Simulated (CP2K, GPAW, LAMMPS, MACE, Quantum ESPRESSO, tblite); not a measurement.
# What went wrong? Quantum ESPRESSO on amorphous Ge (65 atoms)

Program: Quantum ESPRESSO 7.5, a calculation on a cell of 65 Ge, 24.1 Å³ an atom.

Contents of pw.in:

```
&control
  calculation = 'scf'
  pseudo_dir = './pseudo'
  outdir = './tmp'
  disk_io = 'none'
  tprnfor = .true.
  tstress = .true.
/
&system
  ibrav = 0
  nat = 65
  ntyp = 1
  ecutwfc = 8
  ecutrho = 32
  nosym = .true.
  occupations = 'smearing'
  smearing = 'fd'
  degauss = 0.003675
/
&electrons
  conv_thr = 3.3e-07
  electron_maxstep = 50
  mixing_beta = 0.2
  mixing_mode = 'local-TF'
  diagonalization = 'david'
/
ATOMIC_SPECIES
Ge 72.630 Ge.upf
CELL_PARAMETERS angstrom
11.61260 0.00000 0.00000
0.00000 11.61260 0.00000
0.00000 0.00000 11.61260
ATOMIC_POSITIONS crystal
Ge 0.21529 0.09324 0.72112
Ge 0.14590 0.04084 0.18201
Ge 0.84676 0.32828 0.62993
Ge 0.42888 0.97752 0.92072
Ge 0.99100 0.69233 0.92716
Ge 0.95846 0.94631 0.18688
Ge 0.67374 0.99560 0.61624
Ge 0.90680 0.35317 0.83298
Ge 0.21352 0.35888 0.09133
Ge 0.04129 0.55509 0.59342
[... 51 atom lines left out ...]
Ge 0.92767 0.86781 0.81912
Ge 0.31641 0.72598 0.69929
Ge 0.24912 0.79939 0.39234
Ge 0.61557 0.74860 0.28443
K_POINTS gamma
```

Run with:

```sh
$ OMP_NUM_THREADS=1 mpirun -np 4 pw.x -in pw.in > output.txt
```

The program printed:

```text
Program PWSCF
     gamma-point specific algorithms are used
     one sub-group per band group will be used
     scalapack distributed-memory algorithm (size of sub-group:  2*  2 procs)
     Parallelization info
     sticks:   dense  smooth     PW     G-vecs:    dense   smooth      PW
     Min         305     305     74                 8103     8103     989
     Max         308     308     79                 8108     8108     990
     Sum        1225    1225    301                32423    32423    3959
     bravais-lattice index     =            0
     lattice parameter (alat)  =      21.9446  a.u.
     unit-cell volume          =   10567.8101 (a.u.)^3
     number of atoms/cell      =           65
     number of atomic types    =            1
     number of electrons       =       910.00
     number of Kohn-Sham states=          546
     kinetic-energy cutoff     =       8.0000  Ry
     charge density cutoff     =      32.0000  Ry
     scf convergence threshold =      3.3E-07
     mixing beta               =       0.2000
     number of iterations used =            8  local-TF  mixing
[... lines left out ...]
     number of k points=     1  Fermi-Dirac smearing, width (Ry)=  0.0037
[... lines left out ...]
     total energy              =  -11982.28048375 Ry
[... lines left out ...]
     total energy              =   -9692.75444864 Ry
     estimated scf accuracy    <    3174.49192106 Ry
     iteration #  3     ecut=     8.00 Ry     beta= 0.20
[...]
total energy              =  -10257.83529537 Ry
     estimated scf accuracy    <      89.83998934 Ry
[...]
total energy              =  -10240.84531296 Ry
[...]
iteration # 29     ecut=     8.00 Ry     beta= 0.20
[...]
total energy              =  -10240.84529033 Ry
     estimated scf accuracy    <       0.00000035 Ry
     iteration # 30     ecut=     8.00 Ry     beta= 0.20
[...]
End of self-consistent calculation
          k = 0.0000 0.0000 0.0000 (  1980 PWs)   bands (ev):
   -24.5448 -24.0923 -23.7397 -23.2194 -23.0029 -22.8472 -22.6676 -22.4862
   -22.4468 -22.3508 -22.3294 -22.2481 -22.1887 -22.1575 -22.1430 -22.1113
   -22.0258 -22.0109 -21.9654 -21.9471 -21.8992 -21.8544 -21.8182 -21.7752
[...]
5.2922   5.3842   5.4193   5.5922   5.6771   5.7462   5.7950   5.8939
     6.1080   6.2006   6.2193   6.2423   6.3658   6.4408   6.4952   6.6965
     6.7322   6.7968
     the Fermi energy is    -0.3843 ev
!    total energy              =  -10240.84506917 Ry
     estimated scf accuracy    <       0.00000030 Ry
     smearing contrib. (-TS)   =      -0.02309624 Ry
     internal energy E=F+TS    =  -10240.82197293 Ry
     The total energy is F=E-TS. E is the sum of the following terms:
     one-electron contribution =   -3026.82544973 Ry
     hartree contribution      =    1948.30312544 Ry
     xc contribution           =   -3032.74134005 Ry
     ewald contribution        =   -6129.55830859 Ry
     convergence has been achieved in  30 iterations
     negative rho (up, down):  6.833E+00 0.000E+00
     Forces acting on atoms (cartesian axes, Ry/au):
     atom    1 type  1   force =    -1.92633571   -1.98182090   -0.06314486
     atom    2 type  1   force =    -1.15747030   -0.01044316    0.38303451
     atom    3 type  1   force =    -0.96409472    0.34658221    1.13872785
[...]
atom   64 type  1   force =     0.36080529    0.09315515   -0.79025054
     atom   65 type  1   force =    -1.63873930   -1.97828359   -0.04663543
     Total force =    15.754739     Total SCF correction =     0.003184
     Computing stress (Cartesian axis) and pressure
     negative rho (up, down):  6.833E+00 0.000E+00
          total   stress  (Ry/bohr**3)                   (kbar)     P=   -55669.56
  -0.37901052  -0.00075948  -0.00073859       -55754.37     -111.72     -108.65
  -0.00075948  -0.37713612  -0.00010147         -111.72   -55478.64      -14.93
  -0.00073859  -0.00010147  -0.37915532         -108.65      -14.93   -55775.67
     Message from routine punch:
     Nothing written, as per user request (disk_io='none')
```

Run time: 72 s. Hardware: 4 MPI ranks of Arm Neoverse V1, shared host; peak memory 0.43 GiB.

Banners, paths, timers and routine set-up lines are dropped from the logs unmarked, and long logs keep their key lines alone; longer cuts are marked.

Against a plane-wave PBE reference and this program's sound run:

- r.m.s. difference of force components: 29030 meV/Å
- longest difference of force vectors: 81420 meV/Å
- force difference over r.m.s. force: 15680 %
- slope of forces against the reference's: -18.72
- energy less the same-level run's: 763100 meV/atom
- r.m.s. force difference from the same-level run: 29030 meV/Å

**Question.** What is wrong with this input?

A cutoff far too low: cutoff 8 Ry. The sound run has cutoff 45 Ry.

The run converged all the same, so the exit status doesn't show the fault.

[Also dropped from logs without a mark: logging warnings of Python, and SIESTA's first energy breakdown and zero terms.]

[Logs are printed without paths, hosts, clocks, repeated set-up lines and the standing remarks that a program may print on its own settings, such as how far it seeks lower states.]

[Hosts, paths, dates, database ids (printed as entryN), source tags and the programs' standing remarks are cut or masked in the printed files.]
